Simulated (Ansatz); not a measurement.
## Debugging a many-body input for WSe2 (P6_3/mmc)

Aim: the G0W0 gap of WSe2 (P6_3/mmc). The first input has a fault.

Method: G0W0 on PBE, plane waves, PAW, in Ansatz 0.2.0.

The database entry behind the starting cell differs from later determinations by our own check (a about 0.2 % long), so it need not match the best structure at ambient conditions.

## (1) Set-up

It takes space group P6_3/mmc (No. 194, hexagonal). Conventional cell: a = 3.290 Å, b = 3.290 Å, c = 12.970 Å, α = 90.00°, β = 90.00°, γ = 120.00°. W has 6 Se at 2.53 Å nearest. Se has 3 W at 2.53 Å nearest. Farther neighbours and most contacts between anions are not listed.

The cell and positions come from the Crystallography Open Database and are kept as given unless a step says otherwise. Spin-orbit coupling is left out unless a step names it. The default PAW set here is soft_2. Its files were made with PBE.

## (2) First try

input.yaml reads:

```yaml
crystal:
  lattice:
    - [3.29, 0.0, 0.0]
    - [-1.645, 2.8492235785, 0.0]
    - [0.0, 0.0, 12.97]
  atoms:
    - { symbol: W, position: [0.3333333333, 0.6666666667, 0.25] }
    - { symbol: W, position: [0.6666666667, 0.3333333333, 0.75] }
    - { symbol: Se, position: [0.3333333333, 0.6666666667, 0.621] }
    - { symbol: Se, position: [0.6666666667, 0.3333333333, 0.121] }
    - { symbol: Se, position: [0.3333333333, 0.6666666667, 0.879] }
    - { symbol: Se, position: [0.6666666667, 0.3333333333, 0.379] }
kpoints:
  mp_grid: { grid: [1, 1, 1] }
hamiltonian:
  xc: pbe
scf:
  occupations: { method: fixed }
gw:
  n_empty_bands: 128
  ecut_chi: 60
  qp_bands: [v2, c2]
  qp_kpoints: band_edges
  screening: { model: contour_deformation }
```

Command:

```sh
$ ansatz run input.yaml --threads 3 --pin off --max-ram 92160MiB --backend cuda --events-out ev --progress --plain --runs-dir out --devices 1 --max-vram 13GiB  # rebuilt from the run's record
```

Numbers of over 12 decimals in the logs are rounded to 6 here.

Output:

```text
GPUs: using 1 of 1 available (devices: 1).
Engine: ansatz 0.2.0, x86_64-unknown-linux-gnu
Pseudopotentials: kind: paw
Pseudopotential: W, paw, valence charge 14, recommended cutoff 420 eV (normal), W.paw.azcp
Pseudopotential: Se, paw, valence charge 16, recommended cutoff 420 eV (normal), Se.paw.azcp
Functional definition: PBE
  parameter kappa = 0.804
  parameter beta = 0.066725
  exchange = pbe_x(kappa = kappa, mu = beta*pi^2/3)
  correlation = pbe_c(beta = beta)
device memory: the entry about to start is reckoned to put 1.0 GiB on a device that reports 50.1 GiB free (of which the cap on the GPU budget leaves the run 13.0 GiB)
GPU FFT provider: cuFFT
GPU libraries: cuBLAS 13.8.2, cuFFT 12.4.0, cuSOLVER 12.3.4
Crystal: 6 atoms, lattice volume = 121.580 Å³
Basis set: ecut = 420 eV, 2419 PW (Γ)
Bands: 56, of which v1, the nominal top of the filled ones, is band 46 counted from 1 (45 counted from 0)
Symmetry: 24 space group operations
Space group: P63/mmc (ITA 194), of the structure as read, at distance tolerance 5.0e-5 Å
k-points: 1
Non-local potential: W, projectors of the file, l = 0: 3, l = 1: 2, l = 2: 2, l = 3: 1
Non-local potential: Se, projectors of the file, l = 0: 2, l = 1: 2, l = 2: 3, l = 3: 1
PAW form: soft (Blöchl's): semilocal exchange-correlation on the pseudo side does not see the compensation charge
PAW one-centre angular grid: W, 590 points (default); XC on 64 Gauss nodes
PAW one-centre angular grid: Se, 590 points (default); XC on 64 Gauss nodes
Initial density: superposition of atomic densities (neutral atoms: chi_scale 0, normalization atom), corrected by the library's trained network
Initial wavefunctions: pseudopotential atomic-orbital guess
GPU buffer pool allocated for 51840 grid points (all kernels)
GPU transforms: local potential and band sums: pruned to the plane-wave sphere, on 24×24×90
Functional: x = pbe(κ = 0.804, μ = 0.219515), c = pbe(β = 0.066725)
SCF iter   1: F=—  HF=-42633.201761 eV  |F-HF|=—  |Δ(HF+E_count)|=         —  Δρ=1.04e-1  dr2=3.89e1  ethr=1.77e-3  ⟨swp⟩=5.0  Hψ=189  notcnv=0  defer=4
preconditioner: auto → Resta (q_TF=auto, 2.604 Å⁻¹)  ε∞=6.8  [insulator: Δε(μ)=2.636 eV  Ē_g=8.379 eV  n_scr=40 (ndim 8)  ℏωp=20.2 eV  f_vac=0.044  ε∞_Penn≈6.8]
SCF iter   2: F=—  HF=-42629.971481 eV  |F-HF|=—  |Δ(HF+E_count)|=    3.23e0  Δρ=6.65e-2  dr2=1.01e1  ethr=1.77e-3  ⟨swp⟩=3.0  Hψ=129  notcnv=0  defer=2
SCF iter   3: F=—  HF=-42628.792175 eV  |F-HF|=—  |Δ(HF+E_count)|=    1.18e0  Δρ=2.56e-2  dr2=8.02e-1  ethr=1.77e-3  ⟨swp⟩=4.0  Hψ=124  notcnv=0  defer=4
SCF iter   4: F=—  HF=-42628.808109 eV  |F-HF|=—  |Δ(HF+E_count)|=   1.59e-2  Δρ=6.17e-3  dr2=6.72e-2  ethr=8.72e-4  ⟨swp⟩=2.0  Hψ=80  notcnv=0  defer=2
SCF iter   5: F=—  HF=-42628.802987 eV  |F-HF|=—  |Δ(HF+E_count)|=   5.12e-3  Δρ=3.46e-3  dr2=1.84e-2  ethr=7.31e-5  ⟨swp⟩=2.0  Hψ=100  notcnv=0  defer=8
SCF iter   6: F=—  HF=-42628.806867 eV  |F-HF|=—  |Δ(HF+E_count)|=   3.88e-3  Δρ=2.13e-3  dr2=1.03e-2  ethr=2.00e-5  ⟨swp⟩=3.0  Hψ=104  notcnv=0  defer=8
SCF iter   7: F=—  HF=-42628.805458 eV  |F-HF|=—  |Δ(HF+E_count)|=   1.41e-3  Δρ=5.00e-4  dr2=5.31e-4  ethr=1.12e-5  ⟨swp⟩=2.0  Hψ=58  notcnv=0  defer=8
SCF iter   8: F=—  HF=-42628.805447 eV  |F-HF|=—  |Δ(HF+E_count)|=   1.11e-5  Δρ=6.65e-5  dr2=1.13e-5  ethr=5.77e-7  ⟨swp⟩=2.0  Hψ=72  notcnv=0  defer=2
SCF iter   9: F=—  HF=-42628.805451 eV  |F-HF|=—  |Δ(HF+E_count)|=   3.53e-6  Δρ=1.88e-5  dr2=5.54e-7  ethr=1.23e-8  ⟨swp⟩=2.0  Hψ=74  notcnv=0  defer=2
SCF iter  10: F=-42628.805451 eV  HF=-42628.805451 eV  |F-HF|=7.21e-9  |Δ(HF+E_count)|=   3.02e-7  Δρ=4.15e-6  dr2=2.33e-8  ethr=1.09e-10  ⟨swp⟩=9.0  Hψ=202  notcnv=0
SCF 1 converged in 10 iterations: F = -42628.805451 eV  dr2 = 2.33e-8
[...]
device memory: the entry about to start is reckoned to put 1.2 GiB on a device that reports 50.1 GiB free (of which the cap on the GPU budget leaves the run 13.0 GiB)
NSCF: frozen V_eff on 1 k-points
[...]
device memory: the entry about to start is reckoned to put 1.4 GiB on a device that reports 50.1 GiB free (of which the cap on the GPU budget leaves the run 13.0 GiB)
NSCF: frozen V_eff on 1 k-points
G₀W₀ screening: q 1/1
G₀W₀ self-energy: k 1/1
device memory: the entry about to start is reckoned to put 0.8 GiB on a device that reports 50.0 GiB free (of which the cap on the GPU budget leaves the run 13.0 GiB)
NSCF: frozen V_eff on 1 k-points
device memory: the entry about to start is reckoned to put 0.8 GiB on a device that reports 50.0 GiB free (of which the cap on the GPU budget leaves the run 13.0 GiB)
NSCF: frozen V_eff on 1 k-points
device memory: the entry about to start is reckoned to put 0.8 GiB on a device that reports 50.0 GiB free (of which the cap on the GPU budget leaves the run 13.0 GiB)
NSCF: frozen V_eff on 1 k-points
device memory: the entry about to start is reckoned to put 0.8 GiB on a device that reports 50.0 GiB free (of which the cap on the GPU budget leaves the run 13.0 GiB)
NSCF: frozen V_eff on 1 k-points
device memory: the entry about to start is reckoned to put 0.8 GiB on a device that reports 50.0 GiB free (of which the cap on the GPU budget leaves the run 13.0 GiB)
NSCF: frozen V_eff on 1 k-points
device memory: the entry about to start is reckoned to put 0.8 GiB on a device that reports 50.0 GiB free (of which the cap on the GPU budget leaves the run 13.0 GiB)
NSCF: frozen V_eff on 1 k-points
SCF converged after 10 iterations
Free energy (F): -42628.805451 eV
Harris-Foulkes:  -42628.805451 eV  (|F-HF|=7.21e-9)
Internal energy: -42628.805451 eV  (E = F + TS)
E sigma→0 (E₀):  -42628.805451 eV
Fermi energy:    13.964661 eV
--- Per-component energies (eV) ---
  E_band       = -1605.469468
  E_kinetic    = 1419.362353
  E_local      = -11501.130894  (includes V_loc(G=0)·N_el)
  E_nonlocal   = -2376.030610
  E_hartree    = 5553.846768
  E_xc         = -955.343579
  E_vxc        = -877.079170  (∫ρ·V_xc dr)
  E_paw        = -24774.661548  (= ΣΔE_a)
  E_vpaw       = 621.718318  (= ΣTr[D̂ρ^β])
  E_aug_tail   = -0.002484  (compensation charges beyond the density's cutoff)
  E_ewald      = -9994.845457
  E_smearing   = -0.000000  (= −TS)
  E_closure    = 0.000000  (closes the sum)
  Σ components = -42628.805451   (vs F -42628.805451, Δ=0.00e0)
--- Band table (eV) ---
  k-point 0: bands = [... 42 lower, 12.1448, 12.1448, 12.8758, 13.9647, 16.1318, 16.1318, 16.2394, 16.2394, ... 6 higher]
--- G₀W₀: contour deformation, 6 samples at zero and on the imaginary axis and 1 off it, 1 q-point, 128 empty bands' worth ---
  eigenvalues of the whole cell's RPA ε∞ on this k-mesh (on a slab, of 1 + 4πα/V) = 5.9612, 25.4892, 25.4892; static W/v taken at q = 0 is 0.827128
  gw.qp_kpoints: band_edges: 1 of 1 stored k-point solved, in 1 pass; an edge of the gap read off the rows below is read off those points alone
    ik  band        ε_KS         Σx   Σc(E_QP)       V_xc       Z   E_QP_lin       E_QP  E_QP is
     0    45     12.8758   -18.9498     2.9085   -16.3292  0.7113    13.1605    13.1636  root
     0    46     13.9647   -19.1489     1.4905   -18.2914  0.7562    14.5903    14.5977  root
     0    47     16.1318   -15.2343    -2.5831   -18.1754  0.7399    16.4931    16.4898  root
     0    48     16.1318   -15.2343    -2.5831   -18.1754  0.7399    16.4931    16.4898  root
```

It took 4 s on 1 × NVIDIA H100 80GB HBM3 (shared by 6 runs) with 3 threads of AMD EPYC 7R13 (Zen 3), shared host; peak memory 1 GiB.

Q: What is the fault?

The run ended normally, though the input holds a fault or crude settings.

The fault: one k-point. One point can't sample the density or the screening of a small cell, and the band edges may lie elsewhere in the zone.

It printed a gap of 1.89 eV, which is an artefact of the settings.

## (3) A better input

G0W0 replaces the xc potential by the self-energy, built once from these orbitals. Only a window of levels is corrected, while the sums run over the empty bands that the input names.

input.yaml, as its differences from that of step 2:

```diff
@@ -13,3 +13,3 @@
 kpoints:
-  mp_grid: { grid: [1, 1, 1] }
+  mp_grid: { grid: [6, 6, 2] }
 hamiltonian:
```

Output:

```text
GPUs: using 1 of 1 available (devices: 1).
[...]
GPU FFT provider: cuFFT
GPU libraries: cuBLAS 13.8.2, cuFFT 12.4.0, cuSOLVER 12.3.4
Crystal: 6 atoms, lattice volume = 121.580 Å³
Basis set: ecut = 420 eV, 2419 PW (Γ)
Bands: 56, of which v1, the nominal top of the filled ones, is band 46 counted from 1 (45 counted from 0)
[... 1 set-up line as in the run before ...]
[...]
k-points: 14 of 72
[...]
GPU buffer pool allocated for 51840 grid points (all kernels)
[...]
SCF iter   1: F=—  HF=-42649.193134 eV  |F-HF|=—  |Δ(HF+E_count)|=         —  Δρ=4.34e-3  dr2=5.50e-3  ethr=1.77e-3  ⟨swp⟩=4.9  Hψ=2498  notcnv=0  defer=92
[...]
SCF iter   6: F=-42649.206099 eV  HF=-42649.206099 eV  |F-HF|=3.65e-8  |Δ(HF+E_count)|=   2.01e-6  Δρ=5.87e-6  dr2=6.00e-8  ethr=1.09e-10  ⟨swp⟩=9.3  Hψ=2914  notcnv=0
SCF 1 converged in 6 iterations: F = -42649.206099 eV  dr2 = 6.00e-8
[...]
0    45     11.8899   -18.1406     2.1362   -15.9334  0.7723    11.8189    11.8190  root
     0    46     12.9570   -19.3876     0.8717   -18.7647  0.7595    13.2052    13.2058  root
     0    47     15.5966   -13.8666    -3.6913   -18.2073  0.7608    16.2554    16.2460  root
     0    48     15.5966   -13.8666    -3.6913   -18.2073  0.7608    16.2554    16.2460  root
     1    45     12.7404   -19.0852     1.1034   -18.1680  0.7610    12.9263    12.9267  root
     1    46     12.7404   -19.0852     1.1034   -18.1680  0.7610    12.9263    12.9267  root
     1    47     15.6022   -13.8250    -3.6766   -18.1422  0.7598    16.2520    16.2428  root
     1    48     15.6022   -13.8250    -3.6766   -18.1422  0.7598    16.2520    16.2428  root
[...]
13    45     12.6187   -18.3733     0.8165   -17.7227  0.7580    12.7844    12.7847  root
    13    46     12.6187   -18.3733     0.8165   -17.7227  0.7580    12.7844    12.7847  root
    13    47     14.2841   -15.5713    -3.4942   -19.6909  0.7535    14.9163    14.9096  root
    13    48     14.2841   -15.5713    -3.4942   -19.6909  0.7535    14.9163    14.9096  root
[key lines of the parts left out:]
SCF converged after 6 iterations
Free energy (F): -42649.206099 eV
Fermi energy:    12.956967 eV
```

Wall time 16 s (1 × NVIDIA H100 80GB HBM3 (shared by 6 runs) with 3 threads); peak memory 1.2 GiB; 29 s of CPU time.

This step gave:

- bands summed: 174
- RPA ε∞ on this mesh (eigenvalues): 7.190, 15.82, 15.82
- plane waves in the screening matrix: 125
- q-points in the mesh: 72
- G0W0 gap on the mesh: 1.186 eV
- k of the valence top: 0, 0, 0
- k of the conduction bottom: 0.1667, 0.1667, 0
- starting gap on the mesh: 0.9758 eV
- Z at the valence top: 0.7595
- Z at the conduction bottom: 0.7697
- least direct G0W0 gap on the computed points: 1.949 eV

The gap on the mesh goes from 0.98 eV to 1.19 eV, a correction of +0.21 eV. Between the two edge states, bare exchange in place of the xc potential would open the gap by 4.35 eV, and correlation takes back 4.14 eV.

## (4) What came out

* first try: converged after 4 s
* better run: G0W0 gap on the mesh 1.19 eV (6×6×2 mesh, 128 empty bands, screening to 60 eV)

**Reading.** The second run differs in: mesh. Bands and cutoff are finite, so the gap is not at the basis limit. The miss can reach some tenths of an eV and take either sign; the mesh is an error of its own. The 6×6×2 mesh is coarse for this cell (its supercell is 20 Å along the shortest edge). The RPA ε∞ on it, from the PBE start, is 7.19 and 15.82; such meshes misread the long-range screening, most where the gap is narrow. The many-body steps are scalar-relativistic: spin-orbit coupling is not in them.

[Paths, hosts, dates, memory and timing lines, banners, echoed tables and standing remarks are left out of the program output.]

[Logs are printed without paths, hosts, clocks, repeated set-up lines and the standing remarks that a program may print on its own settings, such as how far it seeks lower states.]

[Runs of the session that timed out or met a known fault of the program may be left out.]

[Cells called generated may have been cut or substituted from an entry of the Crystallography Open Database or the Materials Project.]

[Hosts, paths, dates, database ids (printed as entryN), source tags and the programs' standing remarks are cut or masked in the printed files.]
